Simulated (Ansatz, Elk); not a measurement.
# Bonding as seen by X-rays: Fe3RhC, part 2 of 2

The structure of Fe3RhC used here is made up (a known structure type with other elements) and was relaxed beforehand with PBE. The aim is the Fourier transform of its all-electron density, F(hkl), set beside the sum over free spherical atoms that refinements use.

Elk 11.2.3 (patched build); all-electron DFT.

So far: The starting structure; Ground state and structure factors; The magnetisation density.

The structure was built from a prototype and need not be the compound's stable phase.

### Step 4. The highest occupied states alone

Level of this step: DFT, PBE, all-electron APW+lo, Dirac cores, scalar-relativistic bands, static density, ferromagnetic start (Elk).

An energy window below the Fermi level keeps the highest occupied states, to see at which angles they scatter; shallow core shells can lie inside it and anion s states outside. No new self-consistency is needed.

Input file elk.in:

```
tasks
  195

xctype
  20

spinpol
  .true.

rgkmax
  7.0

gmaxvr
  14.0

lmaxo
  7

lmaxapw
  8

swidth
  0.002

tshift
  .false.

ramdisk
  .false.

hmaxvr
  5.5

maxscl
  120

epspot
  1e-06

reducebf
  0.8

wsfac
  0.002410 0.669900

sppath
  './'

avec
  7.21094383250 0.00000000000 -0.00000000000
  0.00000000000 7.21094383250 0.00000000000
  -0.00000000000 0.00000000000 7.21094383250

atoms
  3
  'Rh.in'
  1
  -0.0000000000 0.0000000000 0.0000000000   0.000000 0.000000 -0.045000
  'Fe.in'
  3
  0.5000000000 0.0000000000 0.5000000000   0.000000 0.000000 -0.100000
  0.5000000000 0.5000000000 -0.0000000000   0.000000 0.000000 -0.100000
  0.0000000000 0.5000000000 0.5000000000   0.000000 0.000000 -0.100000
  'C.in'
  1
  0.5000000000 0.5000000000 0.5000000000   0.000000 0.000000 0.000000

ngridk
  5 5 5
```

The run is started by

```sh
OMP_NUM_THREADS=4 elk
```

Numbers of over 12 decimals in the logs are rounded to 6 here.

The program printed:

```text
┌─────────────────────────────────┐
│ Elk code version 11.2.3 started │
└─────────────────────────────────┘

Info(readinput): the functional depends on the density's gradient
 muffin-tin radial points multiplied by    2.00000
 (not where nrmtscf is given)

┌────────────────────┐
│ Current task : 195 │
└────────────────────┘
Info(checkmt): changed muffin-tin radius of species 2 (Fe) from   2.4000 to   2.0317
Info(checkmt): changed muffin-tin radius of species 3 (C) from   1.8000 to   1.5238

Warning(linengy): could not find 1 linearisation energies in s.c. loop 1

Info(sfacrho): density structure factors written to SFACRHO.OUT

 Energy window :   0.2410000000E-02  0.6699000000

┌──────────────────┐
│ Elk code stopped │
└──────────────────┘
```

Run time: 7.4 s. Hardware: 4 threads of Arm Neoverse V2, shared host; peak memory 0.24 GiB.

States within 10 eV below the Fermi level hold 35.00 electrons; any levels below the window count with the cores. Their amplitudes can exceed the total, where window and core parts have opposite phase:

```
hkl  sin θ/λ (Å⁻¹)  abs F, window  abs F, all
100          0.131          1.459      12.589
110          0.185          0.791      20.195
111          0.227         11.894      87.972
200          0.262         11.169      88.843
210          0.293          1.616      11.466
211          0.321          0.767      16.019
220          0.371          5.956      73.394
300          0.393          1.185      10.825
221          0.393          1.334      10.735
310          0.414          1.085      14.314
```

### Step 5. Another functional

The difference from free atoms is small, so it is set against the change that PBEsol makes.

elk.in, as its differences from that of step 4:

```diff
@@ -1,6 +1,8 @@
 tasks
+  0
   195
+  196
 
 xctype
-  20
+  22
 
@@ -42,5 +44,2 @@
 
-wsfac
-  0.002410 0.669900
-
 sppath
```

The run is started by

```sh
OMP_NUM_THREADS=4 elk
```

The program printed:

```text
┌─────────────────────────┐
│ Elk code version 11.2.3 │
└─────────────────────────┘

All units are atomic (Hartree, Bohr, etc.)

┌─────────────────────────────────────────────────┐
│ Ground-state run starting from atomic densities │
└─────────────────────────────────────────────────┘

Lattice vectors :
   7.210943832       0.000000000      -0.000000000
   0.000000000       7.210943832       0.000000000
  -0.000000000       0.000000000       7.210943832

Reciprocal lattice vectors :
  0.8713402092      -0.000000000       0.000000000
[...]
total calculated charge     :    128.9992217
 total charge                :    129.0000000
 error                       :   0.7783318322E-03

Moments :
 interstitial                :  -0.3991640253E-01
 muffin-tins
  species : 1 (Rh)
[...]
species : 2 (Fe)
[...]
atom 3                    :    2.026725285
  species : 3 (C)
   atom 1                    :  -0.1169805262
 total in muffin-tins        :    6.739934294
 total moment                :    6.700017892

┌──────────────────────────────┐
│ Self-consistent loop stopped │
└──────────────────────────────┘

Wrote STATE.OUT
[key lines of the parts left out:]
total energy                :     -8635.7343941827
```

It took 2.9 min on 4 threads; peak memory 0.49 GiB.

Against the first run R = 0.03 %; the largest change is -0.051 at 200. The moment goes from 6.76 to 6.70 μB.

### Step 6. Basis size

The basis and the expansions that go with it are enlarged, to see whether the differences are converged.

elk.in, as its differences from that of step 5:

```diff
@@ -6,3 +6,3 @@
 xctype
-  22
+  20
 
@@ -12,12 +12,12 @@
 rgkmax
-  7.0
+  8.5
 
 gmaxvr
-  14.0
+  18.0
 
 lmaxo
-  7
+  9
 
 lmaxapw
-  8
+  10
```

The run is started by

```sh
OMP_NUM_THREADS=4 elk
```

The program printed:

```text
┌─────────────────────────┐
│ Elk code version 11.2.3 │
└─────────────────────────┘

All units are atomic (Hartree, Bohr, etc.)

┌─────────────────────────────────────────────────┐
│ Ground-state run starting from atomic densities │
└─────────────────────────────────────────────────┘

Lattice vectors :
   7.210943832       0.000000000      -0.000000000
   0.000000000       7.210943832       0.000000000
  -0.000000000       0.000000000       7.210943832

Reciprocal lattice vectors :
  0.8713402092      -0.000000000       0.000000000
[...]
total calculated charge     :    129.0000348
 total charge                :    129.0000000
 error                       :   0.3484789886E-04

Moments :
 interstitial                :  -0.7230630466E-01
 muffin-tins
  species : 1 (Rh)
[...]
species : 2 (Fe)
[...]
atom 3                    :    2.062029928
  species : 3 (C)
   atom 1                    :  -0.1201449320
 total in muffin-tins        :    6.848328516
 total moment                :    6.776022212

┌──────────────────────────────┐
│ Self-consistent loop stopped │
└──────────────────────────────┘

Wrote STATE.OUT
[key lines of the parts left out:]
total energy                :     -8641.7683133552
```

It took 4.8 min on 4 threads; peak memory 0.76 GiB; 15 min of CPU time.

Against the first run R = 0.02 %; the largest change is +0.018 at 200. The moment goes from 6.76 to 6.78 μB.

### Step 7. Settings against the effect

```
                              run  R against the first run (%)  R against neutral atoms, low angle (%)  wall time
                    PBE, rgkmax 7                         0.00                                    0.70    2.7 min
                           PBEsol                         0.03                                    0.70    2.9 min
rgkmax 8.5 with larger expansions                         0.02                                    0.70    4.8 min
```

### Step 8. Outcome

* R against neutral atoms, sin θ/λ < 0.3 Å⁻¹: 0.70 %
* R against neutral atoms, 0.3 to 0.81 Å⁻¹: 0.30 %

What this shows: Independent neutral atoms miss the calculated amplitudes by R = 0.70 % below 0.3 Å⁻¹ and 0.30 % from there to 0.81 Å⁻¹; by shells, 3.06 % below 0.15 Å⁻¹ (1 form), 0.60 % 0.15 to 0.3 (4 forms), 0.30 % 0.3 to 0.45 (6 forms), 0.30 % above 0.45 (33 forms). Bonding, aspherical density and the tables' own atoms all enter these figures, and the runs don't part them. The largest change of an amplitude is -0.75 electrons, at 111. The magnetic order is that of the start. No other order was tried here, and an antiferromagnetic one would change or move the magnetic intensity. The window's part falls from 35.0 electrons at the origin to at most 3.57 between 0.45 and 0.81 Å⁻¹, where compact states inside the window still scatter. Below 0.3 Å⁻¹ the changes that finished (PBEsol and rgkmax 8.5 with larger expansions) move F by R = 0.06 % at most, against the 0.70 % that separates it from free atoms. The magnetic factors move by R = 1.2 % (PBEsol) and 0.4 % (rgkmax 8.5 with larger expansions). The k-mesh has no finished test. Part of the difference isn't bonding: the tables are fits to free atoms and ions calculated by other methods than this functional. Thermal motion, anomalous dispersion and extinction are left out.

[Logs are printed without paths, hosts, clocks, repeated set-up lines and the standing remarks that a program may print on its own settings, such as how far it seeks lower states.]

[Hosts, paths, dates, database ids (printed as entryN), source tags and the programs' standing remarks are cut or masked in the printed files.]
